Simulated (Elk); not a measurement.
**AlNi3: which magnetic order is lowest**

Aim: find out whether AlNi3 carries moments, and which collinear order costs least.

Calculated with Elk 11.2.3 (patched build); PBE; all-electron APW+lo, Dirac cores, scalar-relativistic bands.

## Step 1: Starting point

It takes space group Pm-3m (No. 221, cubic). The conventional cell has a = 3.523 Å, b = 3.523 Å, c = 3.523 Å, α = 90.00°, β = 90.00°, γ = 90.00°. Al has 12 Ni at 2.49 Å nearest. Ni has 4 Al at 2.49 Å and 8 Ni at 2.49 Å nearest. Farther neighbours are not listed.

As a file:

```cif
data_structure
_symmetry_space_group_name_H-M 'Pm-3m'
_symmetry_Int_Tables_number 221
_cell_length_a 3.5231
_cell_length_b 3.5231
_cell_length_c 3.5231
_cell_angle_alpha 90.000
_cell_angle_beta 90.000
_cell_angle_gamma 90.000
_cell_volume 43.73
loop_
_atom_site_label
_atom_site_type_symbol
_atom_site_symmetry_multiplicity
_atom_site_Wyckoff_symbol
_atom_site_fract_x
_atom_site_fract_y
_atom_site_fract_z
_atom_site_occupancy
Al1 Al 1 a 0.00000 0.00000 0.00000 1
Ni1 Ni 3 c 0.00000 0.50000 0.50000 1
```

The cell comes from a database of computed structures and need not be the stable phase.

## Step 2: Order 1, typed as ferro +++

Parallel moments need no larger cell; this start tests for a ferromagnetic state only.

Moments are seeded by fields in the spheres (the last three columns under atoms), set against the wanted direction and reduced each loop.

Contents of elk.in:

```
tasks
  0
  33
  73

xctype
  20

rgkmax
  7.0

nempty
  8

swidth
  0.001837

reducebf
  0.5

epsengy
  1e-05

maxscl
  100

lmaxi
  3

spinpol
  .true.

sppath
  './'

avec
  6.65760855553 0.00000000000 0.00000000000
  0.00000000000 6.65760855553 0.00000000000
  0.00000000000 0.00000000000 6.65760855553

atoms
  2
  'Al.in'
  1
  0.0000000000 0.0000000000 0.0000000000   0.000000 0.000000 0.000000
  'Ni.in'
  3
  0.0000000000 0.5000000000 0.5000000000   0.000000 0.000000 -0.050000
  0.5000000000 0.0000000000 0.5000000000   0.000000 0.000000 -0.050000
  0.5000000000 0.5000000000 0.0000000000   0.000000 0.000000 -0.050000

ngridk
  10 10 10

plot3d
  0 0 0
  1 0 0
  0 1 0
  0 0 1
  18 18 18
```

Launch:

```console
> OMP_NUM_THREADS=8 elk
```

Numbers of over 12 decimals in the logs are rounded to 6 here.

What it wrote:

```text
Warning(init1): few empty states an atom for a second variation :    8.000000000
 they are its basis, with spin, DFT+U, afieldc (12 by default), in Hartree-Fock and RDMFT; 30 and more for pressures
Warning(gndstate): core states of species 1 leak from the muffin-tin :   0.4846558927E-03
Warning(gndstate): core states of species 2 leak from the muffin-tin :   0.4138237099E-03

--- INFO.OUT ---
┌─────────────────────────┐
│ Elk code version 11.2.3 │
└─────────────────────────┘

All units are atomic (Hartree, Bohr, etc.)

┌─────────────────────────────────────────────────┐
│ Ground-state run starting from atomic densities │
└─────────────────────────────────────────────────┘

Lattice vectors :
   6.657608556       0.000000000       0.000000000
   0.000000000       6.657608556       0.000000000
   0.000000000       0.000000000       6.657608556

Reciprocal lattice vectors :
  0.9437600987       0.000000000       0.000000000
   0.000000000      0.9437600987       0.000000000
   0.000000000       0.000000000      0.9437600987

Unit cell volume      :    295.0901884
Brillouin zone volume :   0.8405911928

Muffin-tin inner radius fraction :   0.1000000000E-01

Nuclei treated as point charges

Species : 1 (Al)
 parameters loaded from : Al.in
 name : aluminium
 nuclear charge    :   -13.00000000
 electronic charge :    13.00000000
 atomic mass :    49184.33496
 muffin-tin radius :    2.200000000
 number of radial points in muffin-tin :    793
 inner part over the whole radius :   0.9821194981E-02
 number on inner part of muffin-tin    :    552
 approximate nuclear radius :   0.5839653600E-04
 number of mesh points to nuclear radius :    244
 atomic positions (lattice), magnetic fields (Cartesian) :
  1 :   0.00000000  0.00000000  0.00000000    0.00000000  0.00000000  0.00000000

Species : 2 (Ni)
 parameters loaded from : Ni.in
 name : nickel
 nuclear charge    :   -28.00000000
 electronic charge :    28.00000000
 atomic mass :    106991.5231
 muffin-tin radius :    2.328820078
 number of radial points in muffin-tin :    993
 inner part over the whole radius :   0.9875947638E-02
 number on inner part of muffin-tin    :    700
 approximate nuclear radius :   0.7325707712E-04
 number of mesh points to nuclear radius :    335
 atomic positions (lattice), magnetic fields (Cartesian) :
  1 :   0.00000000  0.50000000  0.50000000    0.00000000  0.00000000 -0.05000000
  2 :   0.50000000  0.00000000  0.50000000    0.00000000  0.00000000 -0.05000000
  3 :   0.50000000  0.50000000  0.00000000    0.00000000  0.00000000 -0.05000000

Total number of atoms per unit cell :    4
Total muffin-tin volume :    203.3171288
 ratio of muffin-tin to unit cell volume :   0.6889999626

Spin treatment :
 spin-polarised
 global magnetic field (Cartesian) :    0.000000000       0.000000000       0.000000000
 collinear magnetisation in z-direction

Number of Bravais lattice symmetries :   48
Number of crystal symmetries         :   48
Crystal has inversion symmetry
Real symmetric eigensolver will be used

k-point grid :     10    10    10
k-point offset :    0.000000000       0.000000000       0.000000000
k-point set is reduced with full crystal symmetry group
Total number of k-points :       56

Muffin-tin radius times maximum |G+k| :    7.000000000
 using average radius
Maximum |G+k| for APW functions       :    3.047963991
Maximum (1/2)|G+k|²                   :    4.645042246
Maximum |G| for potential and density :    12.00000000
Constant for pseudocharge density :    7
 order of it for each species :   14  14
 order of it for pair densities of each species (exact exchange by exxq0 0: 14) :    9  10
Radial integration step length :    1

G-vector grid sizes :     27    27    27
Number of G-vectors :     8601

Maximum angular momentum used for
 APW functions            :    8
 outer part of muffin-tin :    6
 inner part of muffin-tin :    3

Total nuclear charge    :   -97.00000000
Total core charge       :    40.00000000
Total valence charge    :    57.00000000
Total excess charge     :    0.000000000
Total electronic charge :    97.00000000

Effective Wigner radius, rₛ :   0.8988725997

Number of empty states         :     32
Total number of valence states :    122
Total number of core states    :     40

Third-order local-orbitals added for an l without core states : T
Total number of local-orbitals :     76

Exchange-correlation functional :     20     0     0
 Perdew-Burke-Ernzerhof, Phys. Rev. Lett. 77, 3865 (1996)
 gradient requirement :    1
 generalised gradient approximation (GGA)

Smearing type :    3
 Fermi-Dirac
Smearing width :   0.1837000000E-02
Effective electronic temperature (K) :    580.0787206

Mixing type :    3
 Broyden mixing, J. Phys. A: Math. Gen. 17, L317 (1984)

Kohn-Sham potential initialised from atomic data

┌──────────────────────────────┐
│ Self-consistent loop started │
└──────────────────────────────┘

┌─────────────────┐
│ Loop number : 1 │
└─────────────────┘

Energies :
 Fermi                       :     0.220050
 sum of occupied eigenvalues :     -2757.3713813881
 electron kinetic            :      4877.5453291385
 core electron kinetic       :      4340.5567120718
 Coulomb                     :     -9473.8328625071
 Coulomb potential           :     -7353.9929433277
 nuclear-nuclear             :     -838.53197100836
 electron-nuclear            :     -9948.1635642157
 Hartree                     :      1312.8626727170
 Madelung                    :     -5796.8363908432
 xc potential                :     -280.73176015407
 xc effective B-field        :    -0.75725250751298E-01
 external B-field            :      0.000000
 exchange                    :     -204.96233676713
 correlation                 :     -4.551102
 electron entropic           :    -0.13668199229477E-02
 total energy                :     -4805.8023389629
 (external B-field energy excluded from total)

Density of states at Fermi energy :    126.5397541
 (states/Hartree/unit cell)

Estimated indirect band gap :   0.2066372257E-03
 from k-point 9 to k-point 23
Estimated direct band gap   :   0.1624978827E-02
 at k-point 34

Charges :
 core                        :    40.00000000
 valence                     :    57.00000000
 interstitial                :    3.631069203
 muffin-tins (core leakage)
  species : 1 (Al)
   atom 1                    :    11.37774969     (  0.5161991732E-03)
  species : 2 (Ni)
   atom 1                    :    27.33039370     (  0.4140243280E-03)
   atom 2                    :    27.33039370     (  0.4140243280E-03)
   atom 3                    :    27.33039370     (  0.4140243280E-03)
 total in muffin-tins        :    93.36893080
 total calculated charge     :    96.99741279
 total charge                :    97.00000000
 error                       :   0.2587208193E-02

Moments :
 interstitial                :  -0.1984645357
 muffin-tins
  species : 1 (Al)
   atom 1                    :  -0.7928853316E-01
  species : 2 (Ni)
   atom 1                    :   0.9761785920
   atom 2                    :   0.9761785920
   atom 3                    :   0.9761785920
 total in muffin-tins        :    2.849247243
 total moment                :    2.650782707

┌─────────────────┐
│ Loop number : 2 │
└─────────────────┘

Energies :
 Fermi                       :     0.220792
 sum of occupied eigenvalues :     -2757.2889407707
 electron kinetic            :      4871.4577779301
 core electron kinetic       :      4337.7989742453
 Coulomb                     :     -9473.8802117506
 Coulomb potential           :     -7353.9597036837
 nuclear-nuclear             :     -838.53197100836
 electron-nuclear            :     -9948.2923186984
 Hartree                     :      1312.9440779562
 Madelung                    :     -5796.9003599087
 xc potential                :     -274.66543152671
 xc effective B-field        :    -0.75165948080725E-01
 external B-field            :      0.000000
 exchange                    :     -204.96692352472
 correlation                 :     -4.551121
 electron entropic           :    -0.13662977016056E-02
 total energy                :     -4811.9418444578
 (external B-field energy excluded from total)

Density of states at Fermi energy :    126.5654999
 (states/Hartree/unit cell)

Estimated indirect band gap :   0.1847044792E-03
 from k-point 9 to k-point 23
Estimated direct band gap   :   0.2110073275E-02
 at k-point 34

Charges :
 core                        :    40.00000000
 valence                     :    57.00000000
 interstitial                :    3.629353340
 muffin-tins (core leakage)
  species : 1 (Al)
   atom 1                    :    11.37772138     (  0.5158309799E-03)
  species : 2 (Ni)
   atom 1                    :    27.33097509     (  0.4139500452E-03)
   atom 2                    :    27.33097509     (  0.4139500452E-03)
   atom 3                    :    27.33097509     (  0.4139500452E-03)
 total in muffin-tins        :    93.37064666
 total calculated charge     :    96.99741420
 total charge                :    97.00000000
 error                       :   0.2585802138E-02

Moments :
 interstitial                :  -0.1984558528
 muffin-tins
  species : 1 (Al)
   atom 1                    :  -0.7930900128E-01
  species : 2 (Ni)
   atom 1                    :   0.9719625704
   atom 2                    :   0.9719625704
   atom 3                    :   0.9719625704
 total in muffin-tins        :    2.836578710
 total moment                :    2.638122857

RMS change in Kohn-Sham potential (target) :    5.596659018     (  0.1000000000E-05)
Absolute change in total energy (target)   :    6.139505495     (  0.1000000000E-04)

[... loops 3 to 16 left out ...]

┌──────────────────┐
│ Loop number : 17 │
└──────────────────┘

Energies :
 Fermi                       :     0.308777
 sum of occupied eigenvalues :     -2746.4715208121
 electron kinetic            :      4878.8293753277
 core electron kinetic       :      4340.6292521483
 Coulomb                     :     -9474.6141912742
 Coulomb potential           :     -7353.1756229165
 nuclear-nuclear             :     -838.53197100836
 electron-nuclear            :     -9950.6278696602
 Hartree                     :      1314.5456493944
 Madelung                    :     -5798.0263798159
 xc potential                :     -272.11934992249
 xc effective B-field        :    -0.59235475517609E-02
 external B-field            :      0.000000
 exchange                    :     -205.03236404346
 correlation                 :     -4.552840
 electron entropic           :    -0.10248624096975E-02
 total energy                :     -4805.3710452443
 (external B-field energy excluded from total)

Density of states at Fermi energy :    91.24144417
 (states/Hartree/unit cell)

Estimated indirect band gap :   0.6720295875E-03
 from k-point 28 to k-point 1
Estimated direct band gap   :   0.1528342927E-02
 at k-point 31

Charges :
 core                        :    40.00000000
 valence                     :    57.00000000
 interstitial                :    3.563030719
 muffin-tins (core leakage)
  species : 1 (Al)
   atom 1                    :    11.41377777     (  0.4846559685E-03)
  species : 2 (Ni)
   atom 1                    :    27.34106384     (  0.4138236397E-03)
   atom 2                    :    27.34106384     (  0.4138236397E-03)
   atom 3                    :    27.34106384     (  0.4138236397E-03)
 total in muffin-tins        :    93.43696928
 total calculated charge     :    96.99749550
 total charge                :    97.00000000
 error                       :   0.2504495299E-02

Moments :
 interstitial                :  -0.4241869370E-01
 muffin-tins
  species : 1 (Al)
   atom 1                    :  -0.1712296126E-01
  species : 2 (Ni)
   atom 1                    :   0.2511385933
   atom 2                    :   0.2511385933
   atom 3                    :   0.2511385933
 total in muffin-tins        :   0.7362928186
 total moment                :   0.6938741249

RMS change in Kohn-Sham potential (target) :   0.4045816103E-06 (  0.1000000000E-05)
Absolute change in total energy (target)   :   0.9353307178E-05 (  0.1000000000E-04)

Convergence targets achieved

┌──────────────────┐
│ Loop number : 18 │
└──────────────────┘

Energies :
 Fermi                       :     0.308777
 sum of occupied eigenvalues :     -2746.4715099607
 electron kinetic            :      4878.8293580140
 core electron kinetic       :      4340.6292594326
 Coulomb                     :     -9474.6141610480
 Coulomb potential           :     -7353.1756349704
 nuclear-nuclear             :     -838.53197100836
 electron-nuclear            :     -9950.6277978478
 Hartree                     :      1314.5456078082
 Madelung                    :     -5798.0263435628
 xc potential                :     -272.11930976879
 xc effective B-field        :    -0.59231018128193E-02
 external B-field            :      0.000000
 exchange                    :     -205.03236131998
 correlation                 :     -4.552840
 electron entropic           :    -0.10249010060572E-02
 total energy                :     -4805.3710296622
 (external B-field energy excluded from total)

Density of states at Fermi energy :    91.24522263
 (states/Hartree/unit cell)

Estimated indirect band gap :   0.6721491023E-03
 from k-point 28 to k-point 1
Estimated direct band gap   :   0.1528666429E-02
 at k-point 31

Charges :
 core                        :    40.00000000
 valence                     :    57.00000000
 interstitial                :    3.563031270
 muffin-tins (core leakage)
  species : 1 (Al)
   atom 1                    :    11.41377795     (  0.4846558927E-03)
  species : 2 (Ni)
   atom 1                    :    27.34106359     (  0.4138237099E-03)
   atom 2                    :    27.34106359     (  0.4138237099E-03)
   atom 3                    :    27.34106359     (  0.4138237099E-03)
 total in muffin-tins        :    93.43696873
 total calculated charge     :    96.99749550
 total charge                :    97.00000000
 error                       :   0.2504495552E-02

Moments :
 interstitial                :  -0.4241460506E-01
 muffin-tins
  species : 1 (Al)
   atom 1                    :  -0.1712162183E-01
  species : 2 (Ni)
   atom 1                    :   0.2511314637
   atom 2                    :   0.2511314637
   atom 3                    :   0.2511314637
 total in muffin-tins        :   0.7362727693
 total moment                :   0.6938581642

┌──────────────────────────────┐
│ Self-consistent loop stopped │
└──────────────────────────────┘

Warning : core states of species 1 leak from the muffin-tin :   0.4846558927E-03

Warning : core states of species 2 leak from the muffin-tin :   0.4138237099E-03

Wrote STATE.OUT
```

It took 85 s on 8 threads of Arm Neoverse V1, shared host; peak memory 0.78 GiB.

Spin moment in the muffin-tin sphere by atom:

```csv
atom,spin moment in the muffin-tin sphere (μB)
Al1,-0.017
Ni2,0.251
Ni3,0.251
Ni4,0.251
```

Numbers from this step:

* density of states at the Fermi level: 3.353 states/eV/cell
* moment between the spheres: -0.04242 μB
* magnetization: 0.6939 μB
* final state: ferromagnetic

After 18 cycles the largest moment stands at 0.251 μB.

(Continued in part 2 of 3.)

[Logs and program files are shortened in this print: banners, set-up blocks, solver, clock and traceback lines can be left out without a mark of their own.]

[Logs are printed without paths, hosts, clocks, repeated set-up lines and the standing remarks that a program may print on its own settings, such as how far it seeks lower states.]

[Hosts, paths, dates, database ids (printed as entryN), source tags and the programs' standing remarks are cut or masked in the printed files.]

[Where a cell is said to come from a database of computed structures, the database is the Materials Project.]
